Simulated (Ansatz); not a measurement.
## How Fe(110) screens a field

Wanted: the response of a Fe(110) slab to a perpendicular field.

Calculated with Ansatz 0.2.0; plane-wave DFT, r2SCAN, Ansatz PAW.

## 1. Set-up

The cell holds 5 atoms: 5 Fe. Cell: a = 2.485 Å, b = 2.485 Å, c = 26.118 Å, α = 90.0°, β = 90.0°, γ = 70.5°. Vacuum lies along c.

## 2. Atoms held, field 0

A sawtooth potential applies the field, turning back in the middle of the vacuum. With the dipole correction the typed value is the field outside the slab. The induced dipole is small, so the SCF threshold is tight.

Input file input.yaml:

```yaml
crystal:
  lattice:
    - [2.029396462, -1.435, 0.0]
    - [2.029396462, 1.435, 0.0]
    - [0.0, 0.0, 26.117585848]
  atoms:
    - { symbol: Fe, position: [0.0, 0.0, 0.3445954022], spin: 2.5 }
    - { symbol: Fe, position: [0.5, 0.5, 0.4222977011], spin: 2.5 }
    - { symbol: Fe, position: [0.0, 0.0, 0.5], spin: 2.5 }
    - { symbol: Fe, position: [0.5, 0.5, 0.5777022989], spin: 2.5 }
    - { symbol: Fe, position: [0.0, 0.0, 0.6554045978], spin: 2.5 }
magnetization:
  spin_polarized: true
kpoints:
  mp_grid: { grid: [22, 22, 1] }
hamiltonian:
  xc: r2scan
scf:
  occupations: { method: fermi_dirac, width: 0.1 }
  convergence: { dr2_threshold: 1.0e-10 }
efield:
  axis: 3
  dipole_correction: true
  ramp_position: 0.97
  ramp_width: 0.06
  amplitude: 0
output:
  forces: true
  write_potential: true
  write_density: true
  volumetric_format: npy
```

Started as:

```bash
ansatz run input.yaml --threads 4 --pin off --max-ram 12288MiB --backend cpu --events-out ev --progress --plain --runs-dir out
```

The log of the run:

```text
Engine: ansatz 0.2.0, aarch64-unknown-linux-gnu
Pseudopotentials: kind: paw
Pseudopotential: Fe, paw, valence charge 16, recommended cutoff 500 eV (meta_gga), Fe.paw.azcp
Functional definition: r2SCAN
  parameter k0 = 0.174
  parameter k1 = 0.065
  parameter a1 = 4.9479
  exchange = r2scan_x(k0 = k0, k1 = k1, a1 = a1)
  correlation = r2scan_c
Crystal: 5 atoms, lattice volume = 152.118 Å³
Basis set: ecut = 500 eV, 3933 PW (Γ), exchange–correlation on 80×80×768 points (64 copies of the dense FFT grid, shifted against one another)
Bands: 56, of which v1, the nominal top of the filled ones, is band 40 counted from 1 (39 counted from 0)
Symmetry: 4 space group operations
k-points: 133 of 484
Non-local potential: Fe, projectors of the file, l = 0: 3, l = 1: 2, l = 2: 3, l = 3: 1
PAW form: soft (Blöchl's): semilocal exchange-correlation on the pseudo side does not see the compensation charge
PAW frozen core: Fe, regenerated for the run's functional (the file was generated under x = pbe(κ = 0.804, μ = 0.219515), c = pbe(β = 0.066725))
PAW one-centre angular grid: Fe, 590 points (default); XC on 160 Gauss nodes
Initial density: superposition of atomic densities (neutral atoms: chi_scale 0, normalization atom)
Starting moments: Σ|m| = 12.5 μB on 5 of 5 sites
Initial wavefunctions: pseudopotential atomic-orbital guess
Functional: x = r2scan, c = r2scan; τ floored in thin density (d = 2e-4 eV/Å³)
SCF iter   1: F=—  HF=-22425.252446 eV  |F-HF|=—  |Δ(HF+E_count)|=         —  Δρ=5.88e-2 (↑1.65e-2 ↓5.88e-2)  dr2=1.14e1  dr2_τ=3.92e-2  dr2_m=1.70e0  M=13.081 μB ∫|m|=13.322 μB  β_m=1.00  ethr=3.10e-3  p=0.000 e·Å  D=2.88e-13 V/Å  ΔV_dip=-0.00 eV  dr2_dipole=7.76e-10  V_vac-E_F(+/−)=7.81/7.81 eV  ⟨swp⟩=10.7  Hψ=77796  notcnv=0  defer=217
Mixer restart at iter 1: flushing history
efield: sawtooth ramp at fractional position 0.9700 (set: `efield.ramp_position`, or a place that a band, a saddle search or an elastic batch's reference lends), width 0.0600; the density the first Hamiltonian is built on has a dipole p = 0.000 e·Å; the dipole correction subtracts the counter field D = 2.88e-13 V/Å, which shifts the + side's vacuum level by -0.00 eV against the − side's; the planar-averaged density in the ramp window peaks in size at 1.1e-6 e/Å³
preconditioner: auto → LDOS  [metal: Δε(μ)=0.000 eV  Ē_g=7.220 eV  σ=0.100 eV  W_gap=0.00  n_scr=20 (ndim 8)  ℏωp=19.0 eV  f_vac=0.552  D(μ)=5.69/eV (n_scr^D=20)]
spin=Collinear: LDOS preconditioning applied to the charge; magnetization (m = ρ↑ − ρ↓) channel mixes plain (no charge-response kernel on spin).
SCF iter   2: F=—  HF=-22424.291406 eV  |F-HF|=—  |Δ(HF+E_count)|=   9.61e-1  Δρ=1.72e-2 (↑1.72e-2 ↓1.40e-2)  dr2=2.10e0  dr2_τ=1.62e-2  dr2_m=2.27e-1  M=13.213 μB ∫|m|=13.938 μB  β_m=1.00  ethr=3.10e-3  p=0.000 e·Å  D=7.35e-6 V/Å  ΔV_dip=-0.00 eV  dr2_dipole=1.31e-8  V_vac-E_F(+/−)=6.80/6.80 eV  ⟨swp⟩=3.5  Hψ=33445  notcnv=0  defer=836  κ⁻¹=1.0e0(r=1)
SCF iter   3: F=—  HF=-22425.768407 eV  |F-HF|=—  |Δ(HF+E_count)|=    1.48e0  Δρ=6.35e-3 (↑6.35e-3 ↓5.49e-3)  dr2=3.94e-1  dr2_τ=5.23e-3  dr2_m=7.79e-3  M=13.305 μB ∫|m|=14.364 μB  β_m=1.00  ethr=2.63e-3  p=0.000 e·Å  D=6.67e-6 V/Å  ΔV_dip=-0.00 eV  dr2_dipole=4.54e-9  V_vac-E_F(+/−)=6.05/6.05 eV  ⟨swp⟩=2.8  Hψ=22423  notcnv=0  defer=838  κ⁻¹=7.8e-2(r=2)
SCF iter   4: F=—  HF=-22427.005545 eV  |F-HF|=—  |Δ(HF+E_count)|=    1.24e0  Δρ=4.44e-3 (↑4.44e-3 ↓2.77e-3)  dr2=5.80e-2  dr2_τ=6.12e-4  dr2_m=4.48e-3  M=13.438 μB ∫|m|=14.688 μB  β_m=1.00  ethr=4.93e-4  p=0.000 e·Å  D=5.18e-6 V/Å  ΔV_dip=-0.00 eV  dr2_dipole=5.07e-9  V_vac-E_F(+/−)=5.46/5.46 eV  ⟨swp⟩=3.5  Hψ=29963  notcnv=0  defer=927  κ⁻¹=9.3e-3(r=3)
SCF iter   5: F=—  HF=-22427.482045 eV  |F-HF|=—  |Δ(HF+E_count)|=         —  Δρ=6.65e-3 (↑6.65e-3 ↓5.45e-3)  dr2=3.10e-2  dr2_τ=7.39e-4  dr2_m=4.51e-2  M=13.744 μB ∫|m|=15.078 μB  β_m=1.00  ethr=7.25e-5  p=0.000 e·Å  D=3.99e-6 V/Å  ΔV_dip=-0.00 eV  dr2_dipole=1.72e-9  V_vac-E_F(+/−)=5.23/5.23 eV  ⟨swp⟩=2.4  Hψ=30160  notcnv=0  defer=931  κ⁻¹=9.3e-3(r=3)
SCF iter   6: F=—  HF=-22427.453571 eV  |F-HF|=—  |Δ(HF+E_count)|=   2.85e-2  Δρ=3.00e-3 (↑3.00e-3 ↓2.03e-3)  dr2=2.74e-2  dr2_τ=2.46e-4  dr2_m=3.50e-3  M=13.759 μB ∫|m|=15.134 μB  β_m=1.00  ethr=3.87e-5  p=0.000 e·Å  D=4.03e-6 V/Å  ΔV_dip=-0.00 eV  dr2_dipole=4.46e-11  V_vac-E_F(+/−)=5.22/5.22 eV  ⟨swp⟩=1.8  Hψ=17680  notcnv=0  defer=931  κ⁻¹=1.3e-3(r=4)
SCF iter   7: F=—  HF=-22427.601654 eV  |F-HF|=—  |Δ(HF+E_count)|=   1.48e-1  Δρ=1.39e-3 (↑1.39e-3 ↓1.25e-3)  dr2=9.77e-3  dr2_τ=1.05e-4  dr2_m=3.57e-4  M=13.751 μB ∫|m|=15.174 μB  β_m=1.00  ethr=3.42e-5  p=0.000 e·Å  D=3.62e-6 V/Å  ΔV_dip=-0.00 eV  dr2_dipole=2.53e-10  V_vac-E_F(+/−)=5.17/5.17 eV  ⟨swp⟩=2.1  Hψ=28747  notcnv=0  defer=933  κ⁻¹=2.1e-4(r=5)
SCF iter   8: F=—  HF=-22427.694915 eV  |F-HF|=—  |Δ(HF+E_count)|=   9.33e-2  Δρ=1.06e-3 (↑7.92e-4 ↓1.06e-3)  dr2=1.64e-3  dr2_τ=3.78e-5  dr2_m=8.49e-4  M=13.719 μB ∫|m|=15.211 μB  β_m=1.00  ethr=1.22e-5  p=0.000 e·Å  D=9.20e-7 V/Å  ΔV_dip=-0.00 eV  dr2_dipole=3.49e-10  V_vac-E_F(+/−)=4.98/4.98 eV  ⟨swp⟩=2.7  Hψ=30853  notcnv=0  defer=976  κ⁻¹=1.1e-4(r=6)
SCF iter   9: F=—  HF=-22427.695604 eV  |F-HF|=—  |Δ(HF+E_count)|=   6.89e-4  Δρ=3.46e-4 (↑3.37e-4 ↓3.46e-4)  dr2=7.69e-4  dr2_τ=6.19e-6  dr2_m=1.74e-5  M=13.717 μB ∫|m|=15.202 μB  β_m=1.00  ethr=2.05e-6  p=-0.000 e·Å  D=-4.46e-8 V/Å  ΔV_dip=0.00 eV  dr2_dipole=5.89e-10  V_vac-E_F(+/−)=4.93/4.93 eV  ⟨swp⟩=2.2  Hψ=27461  notcnv=0  defer=1013  κ⁻¹=4.7e-5(r=7)
[...]
SCF iter  21: F=—  HF=-22427.698059 eV  |F-HF|=—  |Δ(HF+E_count)|=   3.04e-9  Δρ=1.17e-7 (↑1.17e-7 ↓9.36e-8)  dr2=2.69e-11  dr2_τ=5.58e-13  dr2_m=3.21e-12  M=13.731 μB ∫|m|=15.200 μB  β_m=1.00  ethr=1.00e-12  p=-0.000 e·Å  D=-6.64e-10 V/Å  ΔV_dip=0.00 eV  dr2_dipole=1.46e-14  V_vac-E_F(+/−)=4.85/4.85 eV  ⟨swp⟩=2.3  Hψ=25163  notcnv=0  defer=1018  κ⁻¹=2.8e-6(r=8)
SCF iter  22: F=—  HF=-22427.698059 eV  |F-HF|=—  |Δ(HF+E_count)|=   1.36e-9  Δρ=5.16e-8 (↑5.16e-8 ↓4.86e-8)  dr2=4.72e-12  dr2_τ=1.10e-13  dr2_m=9.57e-13  M=13.731 μB ∫|m|=15.200 μB  β_m=1.00  ethr=1.00e-12  p=-0.000 e·Å  D=-8.21e-10 V/Å  ΔV_dip=0.00 eV  dr2_dipole=1.12e-14  V_vac-E_F(+/−)=4.85/4.85 eV  ⟨swp⟩=2.1  Hψ=20026  notcnv=0  defer=1018  κ⁻¹=6.1e-6(r=8)
SCF iter  23: F=—  HF=-22427.698059 eV  |F-HF|=—  |Δ(HF+E_count)|=  1.09e-10  Δρ=3.00e-8 (↑2.74e-8 ↓3.00e-8)  dr2=9.95e-13  dr2_τ=3.96e-14  dr2_m=2.47e-13  M=13.731 μB ∫|m|=15.200 μB  β_m=1.00  ethr=1.00e-12  p=-0.000 e·Å  D=-1.35e-10 V/Å  ΔV_dip=0.00 eV  dr2_dipole=1.22e-15  V_vac-E_F(+/−)=4.85/4.85 eV  ⟨swp⟩=1.2  Hψ=15033  notcnv=0  defer=1018  κ⁻¹=5.9e-6(r=8)
iter 24 met the thresholds in force, and the SCF goes on: an eigenvalue changes by 1.81 meV, over its tolerance of 1.01 meV (output.eigenvalues, Limitations)
SCF iter  24: F=-22427.698059 eV  HF=-22427.698059 eV  |F-HF|=1.16e-10  |Δ(HF+E_count)|=  2.44e-10  Δρ=3.87e-8 (↑1.32e-8 ↓3.87e-8)  dr2=2.96e-12  dr2_τ=1.49e-14  dr2_m=4.41e-13  M=13.731 μB ∫|m|=15.200 μB  β_m=1.00  ethr=1.00e-12  p=0.000 e·Å  D=3.09e-10 V/Å  ΔV_dip=-0.00 eV  dr2_dipole=5.80e-16  V_vac-E_F(+/−)=4.85/4.85 eV  ⟨swp⟩=16.5  Hψ=100089  notcnv=0  κ⁻¹=1.1e-5(r=8)
iter 25 met the thresholds in force, and the SCF goes on: an eigenvalue changes by 1.42 meV, over its tolerance of 1.01 meV (output.eigenvalues, Limitations)
SCF iter  25: F=-22427.698059 eV  HF=-22427.698059 eV  |F-HF|=1.31e-10  |Δ(HF+E_count)|=  6.18e-11  Δρ=3.22e-8 (↑9.95e-9 ↓3.22e-8)  dr2=2.02e-12  dr2_τ=1.27e-14  dr2_m=3.17e-13  M=13.731 μB ∫|m|=15.200 μB  β_m=1.00  ethr=1.00e-12  p=0.000 e·Å  D=2.17e-10 V/Å  ΔV_dip=-0.00 eV  dr2_dipole=2.75e-16  V_vac-E_F(+/−)=4.85/4.85 eV  ⟨swp⟩=6.4  Hψ=64286  notcnv=0
Mixer restart at iter 25: flushing history
SCF iter  26: F=-22427.698059 eV  HF=-22427.698059 eV  |F-HF|=1.24e-10  |Δ(HF+E_count)|=  8.73e-11  Δρ=4.18e-8 (↑1.79e-8 ↓4.18e-8)  dr2=9.33e-11  dr2_τ=3.17e-14  dr2_m=5.15e-13  M=13.731 μB ∫|m|=15.200 μB  β_m=1.00  ethr=1.00e-12  p=-0.000 e·Å  D=-1.38e-8 V/Å  ΔV_dip=0.00 eV  dr2_dipole=3.70e-13  V_vac-E_F(+/−)=4.85/4.85 eV  ⟨swp⟩=1.1  Hψ=14912  notcnv=0  κ⁻¹=1.0e0(r=1)
SCF iter  27: F=-22427.698059 eV  HF=-22427.698059 eV  |F-HF|=1.20e-10  |Δ(HF+E_count)|=  2.91e-11  Δρ=4.97e-8 (↑7.70e-9 ↓4.97e-8)  dr2=8.06e-11  dr2_τ=3.92e-14  dr2_m=7.40e-13  M=13.731 μB ∫|m|=15.200 μB  ethr=1.00e-12  p=0.000 e·Å  D=5.68e-8 V/Å  ΔV_dip=-0.00 eV  dr2_dipole=4.21e-11  V_vac-E_F(+/−)=4.85/4.85 eV  ⟨swp⟩=7.6  Hψ=68733  notcnv=0
SCF 1 converged in 27 iterations: F = -22427.698059 eV  dr2 = 8.06e-11
  greatest PAW one-centre occupation: 1.005 electrons in one spin orbital (limit 2), on the Fe atom at site 0 (counted from 0), in its partial waves of l = 1
WARN: The output density's exchange-correlation potential varies sharply where the density is thin. Do not read a vacuum level from v_tot or v_xc, or from such a field of the output density. On a cell that repeats whose density bears no net charge and no dipole along the vacuum's axis use v_es (v_loc + v_h of the components); under efield.dipole_correction with no amplitude use v_es + v_field, which holds any externa [...]
this state was not tested for a lower state beside it, because the mixer in use, unlike msr1, does not test its closes by its own steps (another_mixer; see scf.mixing.algorithm and scf.lower_state_search)
SCF converged after 27 iterations
an eigenvalue changed by more than its tolerance at an iteration that met the thresholds in force, so the SCF went on 2 times, its first undamped step at iteration 25: the last check found none over its tolerance
Magnetization: 13.7311 μB (46.8656 up, 33.1344 down)
Absolute magnetization: 15.2024 μB (∫|ρ↑−ρ↓|, with the PAW one-centre terms)
Spin contamination: 0.6172 ħ² per cell (⟨S²⟩ above its minimum at these occupations)
Per-site moments (μB) at R_I (Å): [(2.967052, 1.025266), (2.800183, 1.025266), (2.804649, 1.025266), (2.800183, 1.025266), (2.967051, 1.025266)]
Free energy (F): -22427.698059 eV
Harris-Foulkes:  -22427.698059 eV  (|F-HF|=1.20e-10)
Internal energy: -22427.544805 eV  (E = F + TS)
E sigma→0 (E₀):  -22427.621432 eV
Entropy (-TS):   -0.153253 eV (-30.651 meV/atom)
Fermi energy:    4.048475 eV
Dipole field:    D = -0.000010 V/Å  (p = -0.000008 e·Å, saw-weighted, corrected)
Work function:   Φ+ = 4.8519 eV   Φ− = 4.8516 eV
Levels:          The Fermi level and band energies are counted from a zero that moves with the ramp; work functions are not
--- Per-component energies (eV) ---
  E_band       = -2324.838465
  E_kinetic    = 1738.279110
  E_local      = -175453.217017  (includes V_loc(G=0)·N_el)
  E_nonlocal   = 1122.913376
  E_hartree    = 86328.406997
  E_xc         = -560.400909
  E_vxc        = -832.387992  (∫ρ·V_xc dr)
  E_paw        = -6900.861410  (= ΣΔE_a)
  E_vpaw       = -1617.543962  (= ΣTr[D̂ρ^β])
  E_aug_tail   = 0.001261  (compensation charges beyond the density's cutoff)
  E_vtau       = 60.302512  (kinetic-family band-sum trace: ∫τ·v_τ [+ j·A + Jᵃ·Aᵃ] dr)
  E_efield     = 0.000000  (sawtooth field / dipole correction)
  E_vefield    = 0.000000  (∫n·V_field dr)
  E_ewald      = 71298.781161
  E_core_change = -1.447375  (= ΣΔE_core)
  E_smearing   = -0.153253  (= −TS)
  E_closure    = -0.000000  (closes the sum)
  Σ components = -22427.698059   (vs F -22427.698059, Δ=0.00e0)
--- Forces (eV/Å), atoms counted from 1 ---
  atom   1  Fe     0.00000000     0.00000000     0.17299655
  atom   2  Fe     0.00000000     0.00000000    -0.12612182
  atom   3  Fe     0.00000000     0.00000000     0.00000059
  atom   4  Fe     0.00000000     0.00000000     0.12612377
  atom   5  Fe     0.00000000     0.00000000    -0.17299680
  max |Σ_I F_I| component: 2.28e-6 eV/Å
--- Band table (eV; the first three rows and the last of 266) ---
  k-point 0 ↑: bands = [... 36 lower, 1.8474, 1.9072, 1.9392, 1.9393, 1.9858, 2.0634, 2.0786, 2.1175, ... 12 higher]
  k-point 1 ↑: bands = [... 36 lower, 1.8355, 1.8502, 1.9003, 1.9270, 1.9915, 2.0532, 2.1097, 2.1310, ... 12 higher]
  k-point 2 ↑: bands = [... 36 lower, 1.7722, 1.8056, 1.8541, 1.8624, 1.9436, 2.0247, 2.0653, 2.1161, ... 12 higher]
  k-point 132 ↓: bands = [... 36 lower, 5.8330, 6.1432, 6.2449, 6.7612, 6.8441, 7.0760, 7.0857, 7.2104, ... 12 higher]
```

It took 6.2 min on 4 threads of Arm Neoverse V1, shared host; peak memory 2.1 GiB; 24 min of CPU time.

Read from the output:

* energy at zero smearing: -22427.6214 eV
* total moment: 13.73 μB
* site moments: 2.967, 2.800, 2.805, 2.800, 2.967 μB
* work function, upper face: 4.852 eV
* dipole along the normal: -8.37e-6 e·Å

Running mean over 2.029 Å of the planar mean; the ramp of the sawtooth is left out. The electron's electrostatic potential energy less the Fermi level by z:

```csv
z (Å),electron's electrostatic potential energy less the Fermi level (eV)
3,4.85
4,4.85
5,4.85
6,4.78
7,3.96
8,-3.23
9,-9.50
10,-9.53
11,-9.49
12,-9.45
13,-9.44
14,-9.45
15,-9.48
16,-9.53
17,-9.58
18,-4.49
19,3.66
20,4.75
21,4.84
22,4.85
23,4.85
```

Site moment by atom:

```csv
atom,site moment (μB)
Fe1,2.97
Fe2,2.80
Fe3,2.80
Fe4,2.80
Fe5,2.97
```

Force by atom:

```csv
atom,x (eV/Å),y (eV/Å),z (eV/Å),size
Fe1,0.000,0.000,0.173,0.173
Fe2,0.000,0.000,-0.126,0.126
Fe3,0.000,0.000,0.000,0.000
Fe4,0.000,0.000,0.126,0.126
Fe5,0.000,0.000,-0.173,0.173
```

The work function of the upper face is 4.85 eV.

## 3. Atoms held, field 0.05 V/Å

Edit input.yaml of step 2 so:

```diff
@@ -25,3 +25,3 @@
   ramp_width: 0.06
-  amplitude: 0
+  amplitude: 0.05
 output:
```

The log of the run:

```text
[...]
Crystal: 5 atoms, lattice volume = 152.118 Å³
Basis set: ecut = 500 eV, 3933 PW (Γ), exchange–correlation on 80×80×768 points (64 copies of the dense FFT grid, shifted against one another)
Bands: 56, of which v1, the nominal top of the filled ones, is band 40 counted from 1 (39 counted from 0)
Symmetry: 4 space group operations
k-points: 133 of 484
[...]
k-point 1 ↑: bands = [... 36 lower, 1.8353, 1.8500, 1.9001, 1.9268, 1.9913, 2.0530, 2.1095, 2.1308, ... 12 higher]
  k-point 2 ↑: bands = [... 36 lower, 1.7720, 1.8054, 1.8539, 1.8622, 1.9434, 2.0246, 2.0651, 2.1160, ... 12 higher]
  k-point 132 ↓: bands = [... 36 lower, 5.8328, 6.1430, 6.2447, 6.7610, 6.8439, 7.0758, 7.0856, 7.2102, ... 12 higher]
[key lines of the parts left out:]
SCF converged after 27 iterations
Magnetization: 13.7311 μB (46.8656 up, 33.1344 down)
Free energy (F): -22427.698547 eV
Fermi energy:    4.048301 eV
Dipole field:    D = 0.023250 V/Å  (p = 0.019545 e·Å, saw-weighted, corrected)
```

Wall time 6.1 min (4 threads); peak memory 2.1 GiB; 24 min of CPU time.

The dipole is 0.0195 e·Å.

## 4. Single point, field -0.05 V/Å

Edit input.yaml of step 3 so:

```diff
@@ -25,3 +25,3 @@
   ramp_width: 0.06
-  amplitude: 0.05
+  amplitude: -0.05
 output:
```

The log of the run:

```text
[...]
Crystal: 5 atoms, lattice volume = 152.118 Å³
Basis set: ecut = 500 eV, 3933 PW (Γ), exchange–correlation on 80×80×768 points (64 copies of the dense FFT grid, shifted against one another)
Bands: 56, of which v1, the nominal top of the filled ones, is band 40 counted from 1 (39 counted from 0)
Symmetry: 4 space group operations
k-points: 133 of 484
[...]
k-point 1 ↑: bands = [... 36 lower, 1.8353, 1.8500, 1.9001, 1.9268, 1.9913, 2.0530, 2.1095, 2.1308, ... 12 higher]
  k-point 2 ↑: bands = [... 36 lower, 1.7720, 1.8054, 1.8539, 1.8622, 1.9434, 2.0246, 2.0651, 2.1160, ... 12 higher]
  k-point 132 ↓: bands = [... 36 lower, 5.8328, 6.1430, 6.2447, 6.7610, 6.8439, 7.0758, 7.0856, 7.2102, ... 12 higher]
[key lines of the parts left out:]
SCF converged after 28 iterations
Magnetization: 13.7311 μB (46.8656 up, 33.1344 down)
Free energy (F): -22427.698547 eV
Fermi energy:    4.048300 eV
Dipole field:    D = -0.023256 V/Å  (p = -0.019550 e·Å, saw-weighted, corrected)
```

Run time: 6.2 min. Hardware: 4 threads; peak memory 2.1 GiB.

The dipole is -0.0196 e·Å.

## 5. Single point, field 0.1 V/Å

Edit input.yaml of step 4 so:

```diff
@@ -25,3 +25,3 @@
   ramp_width: 0.06
-  amplitude: -0.05
+  amplitude: 0.1
 output:
```

The log of the run:

```text
[...]
Crystal: 5 atoms, lattice volume = 152.118 Å³
Basis set: ecut = 500 eV, 3933 PW (Γ), exchange–correlation on 80×80×768 points (64 copies of the dense FFT grid, shifted against one another)
Bands: 56, of which v1, the nominal top of the filled ones, is band 40 counted from 1 (39 counted from 0)
Symmetry: 4 space group operations
k-points: 133 of 484
[...]
k-point 1 ↑: bands = [... 36 lower, 1.8348, 1.8494, 1.8995, 1.9263, 1.9908, 2.0524, 2.1090, 2.1303, ... 12 higher]
  k-point 2 ↑: bands = [... 36 lower, 1.7715, 1.8048, 1.8534, 1.8617, 1.9429, 2.0240, 2.0646, 2.1154, ... 12 higher]
  k-point 132 ↓: bands = [... 36 lower, 5.8323, 6.1423, 6.2442, 6.7605, 6.8433, 7.0752, 7.0851, 7.2097, ... 12 higher]
[key lines of the parts left out:]
SCF converged after 28 iterations
Magnetization: 13.7312 μB (46.8656 up, 33.1344 down)
Free energy (F): -22427.700013 eV
Fermi energy:    4.047778 eV
Dipole field:    D = 0.046496 V/Å  (p = 0.039087 e·Å, saw-weighted, corrected)
```

It took 6.3 min on 4 threads; peak memory 2.1 GiB; 25 min of CPU time.

The dipole is 0.0391 e·Å.

## 6. Atoms held, field -0.1 V/Å

Edit input.yaml of step 5 so:

```diff
@@ -25,3 +25,3 @@
   ramp_width: 0.06
-  amplitude: 0.1
+  amplitude: -0.1
 output:
```

The log of the run:

```text
[...]
Crystal: 5 atoms, lattice volume = 152.118 Å³
Basis set: ecut = 500 eV, 3933 PW (Γ), exchange–correlation on 80×80×768 points (64 copies of the dense FFT grid, shifted against one another)
Bands: 56, of which v1, the nominal top of the filled ones, is band 40 counted from 1 (39 counted from 0)
Symmetry: 4 space group operations
k-points: 133 of 484
[...]
k-point 1 ↑: bands = [... 36 lower, 1.8348, 1.8494, 1.8995, 1.9263, 1.9908, 2.0524, 2.1090, 2.1303, ... 12 higher]
  k-point 2 ↑: bands = [... 36 lower, 1.7715, 1.8048, 1.8534, 1.8617, 1.9429, 2.0240, 2.0646, 2.1154, ... 12 higher]
  k-point 132 ↓: bands = [... 36 lower, 5.8323, 6.1423, 6.2442, 6.7605, 6.8433, 7.0751, 7.0851, 7.2097, ... 12 higher]
[key lines of the parts left out:]
SCF converged after 27 iterations
Magnetization: 13.7312 μB (46.8656 up, 33.1344 down)
Free energy (F): -22427.700013 eV
Fermi energy:    4.047777 eV
Dipole field:    D = -0.046499 V/Å  (p = -0.039090 e·Å, saw-weighted, corrected)
```

Wall time 6 min (4 threads); peak memory 2.1 GiB.

The dipole is -0.0391 e·Å.

## 7. Single point, field 0.2 V/Å

Edit input.yaml of step 6 so:

```diff
@@ -25,3 +25,3 @@
   ramp_width: 0.06
-  amplitude: -0.1
+  amplitude: 0.2
 output:
```

The log of the run:

```text
[...]
Crystal: 5 atoms, lattice volume = 152.118 Å³
Basis set: ecut = 500 eV, 3933 PW (Γ), exchange–correlation on 80×80×768 points (64 copies of the dense FFT grid, shifted against one another)
Bands: 56, of which v1, the nominal top of the filled ones, is band 40 counted from 1 (39 counted from 0)
Symmetry: 4 space group operations
k-points: 133 of 484
[...]
k-point 1 ↑: bands = [... 36 lower, 1.8326, 1.8472, 1.8971, 1.9244, 1.9886, 2.0503, 2.1068, 2.1280, ... 12 higher]
  k-point 2 ↑: bands = [... 36 lower, 1.7692, 1.8026, 1.8511, 1.8597, 1.9407, 2.0219, 2.0624, 2.1132, ... 12 higher]
  k-point 132 ↓: bands = [... 36 lower, 5.8303, 6.1399, 6.2420, 6.7584, 6.8411, 7.0727, 7.0830, 7.2075, ... 12 higher]
[key lines of the parts left out:]
SCF converged after 29 iterations
Magnetization: 13.7313 μB (46.8656 up, 33.1344 down)
Free energy (F): -22427.705876 eV
Fermi energy:    4.045688 eV
Dipole field:    D = 0.092980 V/Å  (p = 0.078164 e·Å, saw-weighted, corrected)
```

It took 6.6 min on 4 threads; peak memory 2.1 GiB.

The dipole is 0.0782 e·Å.

[end of part 1 of 2]

[Long decimals in the printed logs are rounded to 6 places.]

[Logs are printed without paths, hosts, clocks, repeated set-up lines and the standing remarks that a program may print on its own settings, such as how far it seeks lower states.]

[Hosts, paths, dates, database ids (printed as entryN), source tags and the programs' standing remarks are cut or masked in the printed files.]

[Maps of the electrostatic potential energy from Ansatz leave out the sawtooth potential of an applied field or a dipole correction, so their vacuum need not be flat; planar profiles and work functions include it.]
